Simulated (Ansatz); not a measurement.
# Zn on Al(100), half in the top layer, both faces: core shifts and d bands, part 2 of 4

Aim: core-level shifts, shell centres and work function of Zn on Al(100), half in the top layer, both faces.

Ansatz 0.2.0; DFT, PBE, plane-wave PAW, default files, scalar-relativistic.

So far, work function, upper face (eV): step 2 (the clean face) 4.29.

## 3. Relaxation

System of this step: Al4Zn. The cell holds 20 atoms: 4 Zn and 16 Al. Its edges and angles: a = 5.713 Å, b = 5.713 Å, c = 22.080 Å, α = 90.0°, β = 90.0°, γ = 90.0°. It derives from Al. How the cell was made: overlayer; added: Zn; how: half in the top layer, both faces. Regions: L1, 4 atoms (2 Al and 2 Zn); L2, 4 atoms (4 Al); L3, 4 atoms (4 Al); rest, 8 atoms (6 Al and 2 Zn). Vacuum lies along c.

The cut or typed positions aren't at rest, and spectra shift with geometry, so the relaxation comes first. 4 atoms are held to stand for the bulk.

The input, input.yaml:

```yaml
crystal:
  lattice:
    - [5.713422792, 0.0, 0.0]
    - [0.0, 5.713422792, 0.0]
    - [0.0, 0.0, 22.08]
  atoms:
    - { symbol: Zn, position: [0.0, 0.0, 0.682971014] }
    - { symbol: Zn, position: [0.5, 0.0, 0.682971014] }
    - { symbol: Al, position: [0.0, 0.5, 0.682971014] }
    - { symbol: Al, position: [0.5, 0.5, 0.682971014] }
    - { symbol: Al, position: [0.25, 0.25, 0.591485507] }
    - { symbol: Al, position: [0.75, 0.25, 0.591485507] }
    - { symbol: Al, position: [0.25, 0.75, 0.591485507] }
    - { symbol: Al, position: [0.75, 0.75, 0.591485507] }
    - { symbol: Al, position: [0.0, 0.0, 0.5] }
    - { symbol: Al, position: [0.5, 0.0, 0.5] }
    - { symbol: Al, position: [0.0, 0.5, 0.5] }
    - { symbol: Al, position: [0.5, 0.5, 0.5] }
    - { symbol: Al, position: [0.25, 0.25, 0.408514493] }
    - { symbol: Al, position: [0.75, 0.25, 0.408514493] }
    - { symbol: Al, position: [0.25, 0.75, 0.408514493] }
    - { symbol: Al, position: [0.75, 0.75, 0.408514493] }
    - { symbol: Zn, position: [0.0, 0.0, 0.317028986] }
    - { symbol: Zn, position: [0.5, 0.0, 0.317028986] }
    - { symbol: Al, position: [0.0, 0.5, 0.317028986] }
    - { symbol: Al, position: [0.5, 0.5, 0.317028986] }
kpoints:
  mp_grid: { grid: [6, 6, 1] }
scf:
  occupations: { method: fermi_dirac, width: 0.05 }
  n_extra_bands: 16
hamiltonian:
  xc: pbe
  pseudopotentials: { kind: paw }
output:
  forces: true
  write_potential: true
  volumetric_format: []
relax:
  f_tol: 0.03
  max_steps: 45
  constraints: [{ sites: [8, 9, 10, 11] }]
```

Command:

```sh
$ ansatz run input.yaml --threads 4 --pin off --max-ram 12288MiB --backend cpu --events-out ev --progress --plain --runs-dir out
```

Numbers of over 12 decimals in the logs are rounded to 6 here.

The log of the run:

```text
[...]
Crystal: 20 atoms, lattice volume = 720.762 Å³
Basis set: ecut = 420 eV, 14181 PW (Γ), exchange–correlation on 80×80×300 points (8 copies of the dense FFT grid, shifted against one another)
Bands: 64, of which v1, the nominal top of the filled ones, is band 48 counted from 1 (47 counted from 0)
Symmetry: 16 space group operations
[...]
k-points: 16 of 36
[...]
SCF iter   1: F=—  HF=-21872.299239 eV  |F-HF|=—  |Δ(HF+E_count)|=         —  Δρ=1.43e-3  dr2=2.17e-1  ethr=1.77e-3  ⟨swp⟩=10.4  Hψ=5613  notcnv=0  defer=10
[...]
SCF iter   6: F=-21872.307055 eV  HF=-21872.307059 eV  |F-HF|=4.24e-6  |Δ(HF+E_count)|=   7.64e-6  Δρ=2.21e-5  dr2=4.90e-6  ethr=2.34e-8  ⟨swp⟩=13.2  Hψ=10954  notcnv=0
SCF 1 converged in 6 iterations: F = -21872.307055 eV  dr2 = 4.90e-6
[...]
relax step   1: F+E_penalty+E_count = -21872.30705498 eV  Δ(F+E_penalty+E_count) = +0.000e0 eV  max|allowed force component| = 1.736e-1 eV/Å  Δτ_max = 0.0000 Å  (6 SCF iters, dr2 threshold 2.25e-5 eV, accepted)
[...]
SCF iter   6: F=-21872.330545 eV  HF=-21872.330544 eV  |F-HF|=4.93e-7  |Δ(HF+E_count)|=   1.06e-6  Δρ=4.82e-6  dr2=1.56e-7  ethr=1.96e-9  ⟨swp⟩=12.1  Hψ=10221  notcnv=0
SCF 2 converged in 6 iterations: F = -21872.330545 eV  dr2 = 1.56e-7
relax step   2: F+E_penalty+E_count = -21872.33054484 eV  Δ(F+E_penalty+E_count) = -2.349e-2 eV  max|allowed force component| = 2.578e-2 eV/Å  Δτ_max = 0.0801 Å  (6 SCF iters, dr2 threshold 1.88e-6 eV, accepted)
[...]
SCF iter   3: F=-21872.330545 eV  HF=-21872.330545 eV  |F-HF|=2.17e-8  |Δ(HF+E_count)|=   2.50e-8  Δρ=1.96e-6  dr2=1.94e-8  ethr=3.91e-11  ⟨swp⟩=7.9  Hψ=7656  notcnv=0
SCF 3 converged in 3 iterations: F = -21872.330545 eV  dr2 = 1.94e-8
relax step   3: F+E_penalty+E_count = -21872.33054487 eV  Δ(F+E_penalty+E_count) = -3.040e-8 eV  max|allowed force component| = 2.580e-2 eV/Å  Δτ_max = 0.0000 Å  (3 SCF iters, accepted)
NSCF: frozen V_eff on 16 k-points
[...]
SCF converged after 3 iterations
Free energy (F): -21872.330545 eV
[...]
Internal energy: -21872.248616 eV  (E = F + TS)
E sigma→0 (E₀):  -21872.289581 eV
Entropy (-TS):   -0.081928 eV (-4.096 meV/atom)
Fermi energy:    1.498277 eV
[...]
--- Forces (eV/Å), atoms counted from 1 ---
  atom   1  Zn     0.00000000     0.00000000    -0.02580189
  atom   2  Zn     0.00000000     0.00000000    -0.02580189
  atom   3  Al     0.00000000     0.00000000    -0.01810956
  atom   4  Al     0.00000000     0.00000000    -0.01810956
  atom   5  Al     0.00000000     0.01857375     0.00674437
  atom   6  Al     0.00000000     0.01857375     0.00674437
  atom   7  Al     0.00000000    -0.01857375     0.00674437
  atom   8  Al     0.00000000    -0.01857375     0.00674437
  atom   9  Al    -0.00000000     0.00000000    -0.00000000
  atom  10  Al     0.00000000    -0.00000000    -0.00000000
  atom  11  Al     0.00000000    -0.00000000     0.00000000
  atom  12  Al    -0.00000000    -0.00000000     0.00000000
  atom  13  Al     0.00000000     0.01857375    -0.00674437
  atom  14  Al     0.00000000     0.01857375    -0.00674437
  atom  15  Al     0.00000000    -0.01857375    -0.00674437
  atom  16  Al     0.00000000    -0.01857375    -0.00674437
  atom  17  Zn     0.00000000     0.00000000     0.02580189
  atom  18  Zn     0.00000000     0.00000000     0.02580189
  atom  19  Al    -0.00000000     0.00000000     0.01810956
  atom  20  Al    -0.00000000     0.00000000     0.01810956
  max |Σ_I F_I| component: 1.39e-17 eV/Å
--- Band table (eV; the first three rows and the last of 16) ---
  k-point 0: bands = [... 44 lower, 0.2384, 0.4284, 0.4291, 0.4443, 1.4120, 1.7199, 1.7332, 1.9825, ... 12 higher]
  k-point 1: bands = [... 44 lower, 0.1248, 0.9338, 1.0157, 1.0814, 1.4437, 1.4872, 1.4932, 2.1204, ... 12 higher]
  k-point 2: bands = [... 44 lower, 0.1636, 0.2292, 0.3998, 1.5125, 1.6085, 1.8242, 1.9617, 2.4529, ... 12 higher]
  k-point 15: bands = [... 44 lower, 1.6194, 1.6194, 2.2275, 2.2275, 2.3765, 2.3765, 2.5693, 2.5693, ... 12 higher]
--- Relaxed structure (3 steps of the walk, 3 accepted, 0 SCFs on fresh bases) ---
  F+E_penalty+E_count = -21872.33054487 eV   max|allowed force component| = 2.580e-2 eV/Å
  atoms:
    - { symbol: Zn, position: [0, 0, 0.682973] }
    - { symbol: Zn, position: [0.500000, 0, 0.682973] }
    - { symbol: Al, position: [0, 0.500000, 0.686599] }
    - { symbol: Al, position: [0.500000, 0.500000, 0.686599] }
    - { symbol: Al, position: [0.250000, 0.250628, 0.591664] }
    - { symbol: Al, position: [0.75, 0.250628, 0.591664] }
    - { symbol: Al, position: [0.250000, 0.749372, 0.591664] }
    - { symbol: Al, position: [0.75, 0.749372, 0.591664] }
    - { symbol: Al, position: [0.0, 0.0, 0.500000] }
    - { symbol: Al, position: [0.500000, 0.0, 0.500000] }
    - { symbol: Al, position: [0.0, 0.500000, 0.500000] }
    - { symbol: Al, position: [0.500000, 0.500000, 0.500000] }
    - { symbol: Al, position: [0.250000, 0.250628, 0.408336] }
    - { symbol: Al, position: [0.75, 0.250628, 0.408336] }
    - { symbol: Al, position: [0.250000, 0.749372, 0.408336] }
    - { symbol: Al, position: [0.75, 0.749372, 0.408336] }
    - { symbol: Zn, position: [0.0, 0, 0.317027] }
    - { symbol: Zn, position: [0.500000, 0, 0.317027] }
    - { symbol: Al, position: [0, 0.500000, 0.313401] }
    - { symbol: Al, position: [0.500000, 0.500000, 0.313401] }
```

Elapsed: 38 s, on 4 threads of Intel Xeon Platinum 8488C (Sapphire Rapids), shared host; peak memory 1.9 GiB.

Relaxation path:

| step | energy less that of the first step (eV) | largest force component (eV/Å) |
| --- | --- | --- |
| 1 | 0.0000 | 0.1736 |
| 2 | -0.0235 | 0.0258 |
| 3 | -0.0235 | 0.0258 |

Forces are held to the 16 operations that the run works with; a distortion that breaks them can't arise in this run.

The atoms that moved most (Å):

```csv
atom,dx,dy,dz,length
Al19,0.000,0.000,-0.080,0.080
Al20,0.000,0.000,-0.080,0.080
Al4,0.000,0.000,0.080,0.080
Al3,0.000,0.000,0.080,0.080
Al13,0.000,0.004,-0.004,0.005
Al14,0.000,0.004,-0.004,0.005
Al15,0.000,-0.004,-0.004,0.005
Al16,0.000,-0.004,-0.004,0.005
```

Numbers from this step:

```yaml
free_energy: -21872.3305 eV
energy_at_zero_smearing: -21872.2896 eV
smearing_term_ts: 0.08193 eV
fermi_energy: 1.498 eV
work_function_upper_face: 4.354 eV
work_function_lower_face: 4.354 eV
```

The relaxation ends 1.2 meV an atom lower, with a largest force component of 0.026 eV/Å on the free atoms. For the work function, upper face, step 2 gave 4.29 eV; this run, with 20 atoms, gives 4.35 eV.

## 4. Layer-resolved bands, DOS and potential

This is the main run. States are solved along the surface zone's path and weighed by where they lie along the normal, since photoemission sees the top layers. The cell holds 4 small cells, so the bands are unfolded.

The input, input.yaml:

```yaml
crystal:
  lattice:
    - [5.713422792, 0.0, 0.0]
    - [0.0, 5.713422792, 0.0]
    - [0.0, 0.0, 22.08]
  atoms:
    - { symbol: Zn, position: [0.0, 0.0, 0.6829729344] }
    - { symbol: Zn, position: [0.5, 0.0, 0.6829729344] }
    - { symbol: Al, position: [0.0, 0.5, 0.686598537] }
    - { symbol: Al, position: [0.5, 0.5, 0.686598537] }
    - { symbol: Al, position: [0.25, 0.2506280452, 0.5916636312] }
    - { symbol: Al, position: [0.75, 0.2506280452, 0.5916636312] }
    - { symbol: Al, position: [0.25, 0.7493719548, 0.5916636312] }
    - { symbol: Al, position: [0.75, 0.7493719548, 0.5916636312] }
    - { symbol: Al, position: [0.0, 0.0, 0.5] }
    - { symbol: Al, position: [0.5, 0.0, 0.5] }
    - { symbol: Al, position: [0.0, 0.5, 0.5] }
    - { symbol: Al, position: [0.5, 0.5, 0.5] }
    - { symbol: Al, position: [0.25, 0.2506280452, 0.4083363688] }
    - { symbol: Al, position: [0.75, 0.2506280452, 0.4083363688] }
    - { symbol: Al, position: [0.25, 0.7493719548, 0.4083363688] }
    - { symbol: Al, position: [0.75, 0.7493719548, 0.4083363688] }
    - { symbol: Zn, position: [0.0, 0.0, 0.3170270656] }
    - { symbol: Zn, position: [0.5, 0.0, 0.3170270656] }
    - { symbol: Al, position: [0.0, 0.5, 0.313401463] }
    - { symbol: Al, position: [0.5, 0.5, 0.313401463] }
kpoints:
  mp_grid: { grid: [8, 8, 1] }
scf:
  occupations: { method: fermi_dirac, width: 0.05 }
  n_extra_bands: 20
hamiltonian:
  xc: pbe
  pseudopotentials: { kind: paw }
output:
  forces: true
  write_potential: true
  volumetric_format: []
  efg: { contact_densities: true }
  dos:
    projected:
      site_lists:
        layer_1: [3, 2, 1, 0]
        layer_2: [4, 5, 6, 7]
        layer_3: [8, 9, 10, 11]
        other_layers: [12, 13, 14, 15, 16, 17, 18, 19]
    de: 0.05
    e_range: [-30, 12]
    method: { smearing: { sigma: 0.15, scheme: gaussian } }
  eigenstates:
    kpoints:
      - [0.0, 0.0, 0.0]
      - [-0.07142857, -0.07142857, 0.0]
      - [-0.14285714, -0.14285714, 0.0]
      - [-0.21428571, -0.21428571, 0.0]
      - [-0.28571429, -0.28571429, 0.0]
      - [-0.35714286, -0.35714286, 0.0]
      # [... 24 more points ...]
      - [0.0, -0.2, 0.0]
      - [0.0, -0.1, 0.0]
    e_range: [-8.0, 4.0]
    unfold:
      supercell_matrix: [[2, 0, 0], [0, 2, 0], [0, 0, 1]]
      layers:
        axis: 3
        edges: [0.132242, 0.431252, 0.431352, 0.568646, 0.568746, 0.867756]
```

The log of the run:

```text
[...]
Crystal: 20 atoms, lattice volume = 720.762 Å³
Basis set: ecut = 420 eV, 14181 PW (Γ), exchange–correlation on 80×80×300 points (8 copies of the dense FFT grid, shifted against one another)
Bands: 68, of which v1, the nominal top of the filled ones, is band 48 counted from 1 (47 counted from 0)
Symmetry: 16 space group operations
[...]
k-points: 25 of 64
[...]
SCF iter   1: F=—  HF=-21872.468931 eV  |F-HF|=—  |Δ(HF+E_count)|=         —  Δρ=1.41e-3  dr2=1.60e-1  ethr=1.77e-3  ⟨swp⟩=10.0  Hψ=9380  notcnv=0  defer=72
[...]
SCF iter   8: F=-21872.472962 eV  HF=-21872.472962 eV  |F-HF|=1.55e-9  |Δ(HF+E_count)|=   5.34e-8  Δρ=8.33e-7  dr2=9.87e-9  ethr=1.04e-10  ⟨swp⟩=31.3  Hψ=16560  notcnv=0
SCF 1 converged in 8 iterations: F = -21872.472962 eV  dr2 = 9.87e-9
[...]
SCF converged after 8 iterations
Free energy (F): -21872.472962 eV
[...]
Internal energy: -21872.411493 eV  (E = F + TS)
E sigma→0 (E₀):  -21872.442228 eV
Entropy (-TS):   -0.061469 eV (-3.073 meV/atom)
Fermi energy:    1.496323 eV
[...]
--- Forces (eV/Å), atoms counted from 1 ---
  atom   1  Zn     0.00000000     0.00000000    -0.05211668
  atom   2  Zn    -0.00000000     0.00000000    -0.05211668
  atom   3  Al     0.00000000     0.00000000    -0.06580899
  atom   4  Al     0.00000000     0.00000000    -0.06580899
  atom   5  Al     0.00000000     0.08944505     0.04977379
  atom   6  Al     0.00000000     0.08944505     0.04977379
  atom   7  Al    -0.00000000    -0.08944505     0.04977379
  atom   8  Al     0.00000000    -0.08944505     0.04977379
  atom   9  Al     0.00000000    -0.00000000    -0.00000000
  atom  10  Al     0.00000000    -0.00000000    -0.00000000
  atom  11  Al    -0.00000000     0.00000000     0.00000000
  atom  12  Al    -0.00000000     0.00000000     0.00000000
  atom  13  Al    -0.00000000     0.08944505    -0.04977379
  atom  14  Al    -0.00000000     0.08944505    -0.04977379
  atom  15  Al    -0.00000000    -0.08944505    -0.04977379
  atom  16  Al    -0.00000000    -0.08944505    -0.04977379
  atom  17  Zn    -0.00000000     0.00000000     0.05211668
  atom  18  Zn    -0.00000000     0.00000000     0.05211668
  atom  19  Al     0.00000000     0.00000000     0.06580899
  atom  20  Al     0.00000000     0.00000000     0.06580899
  max |Σ_I F_I| component: 2.78e-17 eV/Å
[...]
atom   1  Zn V_zz =    +2.580846   η = 0.5782   by run symmetry: allowed
            electrostatic potential = -3935.305503 V   contact ρ = 166627.238603 e/Å³
  atom   2  Zn V_zz =    +2.580846   η = 0.5782   by run symmetry: allowed
            electrostatic potential = -3935.305503 V   contact ρ = 166627.238603 e/Å³
  atom   3  Al V_zz =    -0.935529   η = 0.9752   by run symmetry: allowed
            electrostatic potential = -1221.979349 V   contact ρ = 10090.477806 e/Å³
  atom   4  Al V_zz =    -0.935529   η = 0.9752   by run symmetry: allowed
            electrostatic potential = -1221.979349 V   contact ρ = 10090.477806 e/Å³
  atom   5  Al V_zz =    +0.385183   η = 0.3583   by run symmetry: allowed
            electrostatic potential = -1222.043697 V   contact ρ = 10087.184241 e/Å³
  atom   6  Al V_zz =    +0.385183   η = 0.3583   by run symmetry: allowed
            electrostatic potential = -1222.043697 V   contact ρ = 10087.184241 e/Å³
  atom   7  Al V_zz =    +0.385183   η = 0.3583   by run symmetry: allowed
            electrostatic potential = -1222.043697 V   contact ρ = 10087.184241 e/Å³
  atom   8  Al V_zz =    +0.385183   η = 0.3583   by run symmetry: allowed
            electrostatic potential = -1222.043697 V   contact ρ = 10087.184241 e/Å³
  atom   9  Al V_zz =    +0.212034   η = 0.6975   by run symmetry: allowed
            electrostatic potential = -1222.130104 V   contact ρ = 10087.122278 e/Å³
  atom  10  Al V_zz =    +0.212034   η = 0.6975   by run symmetry: allowed
            electrostatic potential = -1222.130104 V   contact ρ = 10087.122278 e/Å³
  atom  11  Al V_zz =    +0.025770   η = 0.7947   by run symmetry: allowed
            electrostatic potential = -1222.184335 V   contact ρ = 10087.027918 e/Å³
  atom  12  Al V_zz =    +0.025770   η = 0.7947   by run symmetry: allowed
            electrostatic potential = -1222.184335 V   contact ρ = 10087.027918 e/Å³
  atom  13  Al V_zz =    +0.385183   η = 0.3583   by run symmetry: allowed
            electrostatic potential = -1222.043697 V   contact ρ = 10087.184241 e/Å³
  atom  14  Al V_zz =    +0.385183   η = 0.3583   by run symmetry: allowed
            electrostatic potential = -1222.043697 V   contact ρ = 10087.184241 e/Å³
  atom  15  Al V_zz =    +0.385183   η = 0.3583   by run symmetry: allowed
            electrostatic potential = -1222.043697 V   contact ρ = 10087.184241 e/Å³
  atom  16  Al V_zz =    +0.385183   η = 0.3583   by run symmetry: allowed
            electrostatic potential = -1222.043697 V   contact ρ = 10087.184241 e/Å³
  atom  17  Zn V_zz =    +2.580846   η = 0.5782   by run symmetry: allowed
            electrostatic potential = -3935.305503 V   contact ρ = 166627.238603 e/Å³
  atom  18  Zn V_zz =    +2.580846   η = 0.5782   by run symmetry: allowed
            electrostatic potential = -3935.305503 V   contact ρ = 166627.238603 e/Å³
  atom  19  Al V_zz =    -0.935529   η = 0.9752   by run symmetry: allowed
            electrostatic potential = -1221.979349 V   contact ρ = 10090.477806 e/Å³
  atom  20  Al V_zz =    -0.935529   η = 0.9752   by run symmetry: allowed
            electrostatic potential = -1221.979349 V   contact ρ = 10090.477806 e/Å³
--- Band table (eV; the first three rows and the last of 25) ---
  k-point 0: bands = [... 44 lower, 0.2637, 0.4429, 0.4516, 0.4617, 1.4348, 1.7508, 1.7540, 1.9994, ... 16 higher]
  k-point 1: bands = [... 44 lower, 0.1802, 1.0660, 1.0700, 1.0741, 1.2916, 1.3485, 1.3780, 2.0837, ... 16 higher]
  k-point 2: bands = [... 44 lower, 0.4606, 0.4613, 0.5562, 0.6707, 2.1013, 2.1413, 2.2419, 2.2919, ... 16 higher]
  k-point 24: bands = [... 44 lower, 1.6432, 1.6432, 2.2574, 2.2574, 2.3859, 2.3859, 2.5843, 2.5843, ... 16 higher]
```

Wall time 48 s (4 threads); peak memory 2.4 GiB.

This step gave:

```yaml
free_energy: -21872.4730 eV
energy_at_zero_smearing: -21872.4422 eV
smearing_term_ts: 0.06147 eV
fermi_energy: 1.496 eV
share_of_occupied_states_in_no_projected_shell: 0.0148 of the occupied states in the window
dos_at_the_fermi_level: 7.599 states/eV/cell
work_function_upper_face: 4.334 eV
work_function_lower_face: 4.334 eV
```

A(k,E), total over k along the path and E. Zero: Fermi level.

Values in eV⁻¹, 12 rows by 16 columns, each cell a mean:
```
1.33 1.95 1.58 1.62 1.46 0.65 0.33 0.68 0.83 1.06 0.60 0.77 1.08 1.53 2.31 1.12
2.91 2.07 1.49 1.50 1.69 0.72 0.39 0.83 1.48 0.60 0.96 1.12 0.85 1.26 1.48 3.10
1.69 1.92 1.91 1.69 0.70 0.38 0.62 0.44 0.58 0.81 0.74 1.24 1.30 0.62 2.27 1.69
3.00 1.56 1.90 1.45 0.35 0.11 0.12 0.10 0.62 1.09 1.07 0.71 0.32 0.87 1.62 2.90
2.76 2.23 1.24 0.91 0.84 0.33 0.15 0.30 0.99 1.20 1.03 0.48 1.02 1.19 1.33 2.68
1.57 1.42 1.01 0.58 0.29 0.71 0.83 0.73 0.41 1.41 0.77 1.59 1.09 1.09 1.21 1.60
1.62 1.11 0.64 0.25 0.76 0.42 0.25 0.36 0.77 0.65 1.35 0.49 1.24 1.23 1.49 1.72
0.40 0.82 0.56 0.52 0.18 0.68 0.87 0.76 0.29 0.64 1.11 1.67 1.03 1.37 1.58 0.42
0.21 0.69 0.78 0.59 0.47 0.17 0.20 0.20 0.37 0.67 1.25 1.51 1.76 1.64 0.88 0.18
0.21 0.57 0.82 0.66 0.70 0.88 0.63 0.82 0.83 0.56 1.22 1.19 1.66 1.16 0.25 0.19
0.79 1.00 1.57 1.55 1.41 1.25 1.47 1.18 1.07 1.39 1.49 2.07 1.29 0.87 0.77 0.76
3.93 3.93 4.31 4.39 4.35 4.15 3.76 4.08 4.57 4.38 4.60 4.30 4.16 4.03 3.97 3.96
```
Columns: k along the path (Å⁻¹) from 0 to 3.75; rows upwards: E (eV) from -7.7 to 3.28.

A(k,E), top over k along the path and E. Zero: Fermi level.

Values in eV⁻¹, 12 rows by 16 columns, each cell a mean:
```
0.49 0.70 0.59 0.62 0.48 0.17 0.14 0.22 0.32 0.41 0.25 0.31 0.42 0.53 0.89 0.41
1.10 0.76 0.57 0.52 0.54 0.27 0.16 0.29 0.54 0.22 0.39 0.44 0.34 0.47 0.52 1.17
0.63 0.68 0.71 0.55 0.18 0.15 0.25 0.17 0.18 0.30 0.29 0.52 0.55 0.25 0.69 0.64
1.08 0.55 0.63 0.44 0.11 0.04 0.05 0.04 0.19 0.42 0.42 0.30 0.13 0.30 0.47 1.05
0.81 0.71 0.38 0.30 0.33 0.13 0.06 0.12 0.34 0.45 0.40 0.18 0.36 0.42 0.49 0.74
0.52 0.40 0.28 0.23 0.12 0.28 0.33 0.28 0.16 0.51 0.29 0.55 0.39 0.41 0.46 0.57
0.37 0.38 0.22 0.09 0.32 0.18 0.11 0.15 0.33 0.21 0.50 0.18 0.46 0.46 0.57 0.38
0.11 0.29 0.21 0.18 0.07 0.29 0.37 0.32 0.12 0.20 0.40 0.63 0.39 0.55 0.41 0.12
0.08 0.21 0.30 0.21 0.17 0.07 0.09 0.09 0.14 0.24 0.41 0.61 0.71 0.48 0.22 0.08
0.10 0.17 0.32 0.26 0.26 0.32 0.25 0.31 0.31 0.22 0.41 0.38 0.39 0.27 0.10 0.09
0.39 0.46 0.63 0.70 0.65 0.59 0.66 0.55 0.49 0.61 0.61 0.63 0.49 0.41 0.38 0.38
1.96 1.96 2.04 2.11 2.09 2.00 1.84 1.98 2.19 2.13 2.15 2.10 2.05 2.00 1.98 1.97
```
Columns: k along the path (Å⁻¹) from 0 to 3.75; rows upwards: E (eV) from -7.7 to 3.28.

A(k,E), middle over k along the path and E. Zero: Fermi level.

Values in eV⁻¹, 12 rows by 16 columns, each cell a mean:
```
0.36 0.55 0.40 0.39 0.49 0.29 0.03 0.23 0.18 0.23 0.11 0.16 0.23 0.48 0.54 0.30
0.71 0.55 0.36 0.46 0.60 0.17 0.07 0.24 0.39 0.16 0.18 0.24 0.16 0.32 0.44 0.77
0.43 0.57 0.48 0.58 0.33 0.08 0.12 0.10 0.21 0.21 0.17 0.19 0.21 0.12 0.88 0.40
0.84 0.46 0.63 0.56 0.12 0.02 0.02 0.02 0.23 0.25 0.24 0.11 0.07 0.26 0.68 0.80
1.14 0.81 0.47 0.32 0.18 0.07 0.03 0.06 0.32 0.30 0.23 0.13 0.31 0.35 0.35 1.19
0.52 0.61 0.45 0.11 0.05 0.15 0.18 0.16 0.09 0.39 0.18 0.49 0.31 0.27 0.28 0.45
0.87 0.36 0.20 0.06 0.12 0.07 0.04 0.05 0.11 0.23 0.35 0.12 0.31 0.31 0.34 0.97
0.17 0.23 0.15 0.15 0.04 0.10 0.12 0.11 0.04 0.24 0.32 0.42 0.25 0.27 0.76 0.18
0.06 0.27 0.17 0.17 0.13 0.02 0.02 0.02 0.09 0.19 0.44 0.28 0.34 0.67 0.44 0.03
0.02 0.24 0.18 0.14 0.18 0.23 0.14 0.21 0.22 0.12 0.39 0.43 0.88 0.61 0.04 0.01
0.01 0.08 0.31 0.15 0.12 0.07 0.14 0.09 0.09 0.16 0.26 0.81 0.31 0.05 0.02 0.01
0.01 0.02 0.22 0.17 0.18 0.16 0.07 0.12 0.19 0.13 0.30 0.10 0.06 0.03 0.01 0.01
```
Columns: k along the path (Å⁻¹) from 0 to 3.75; rows upwards: E (eV) from -7.7 to 3.28.

(Part 2 of 4 ends here.)

[Logs are printed without paths, hosts, clocks, repeated set-up lines and the standing remarks that a program may print on its own settings, such as how far it seeks lower states.]

[Hosts, paths, dates, database ids (printed as entryN), source tags and the programs' standing remarks are cut or masked in the printed files.]

[Maps of the electrostatic potential energy from Ansatz leave out the sawtooth potential of an applied field or a dipole correction, so their vacuum need not be flat; work functions include it.]
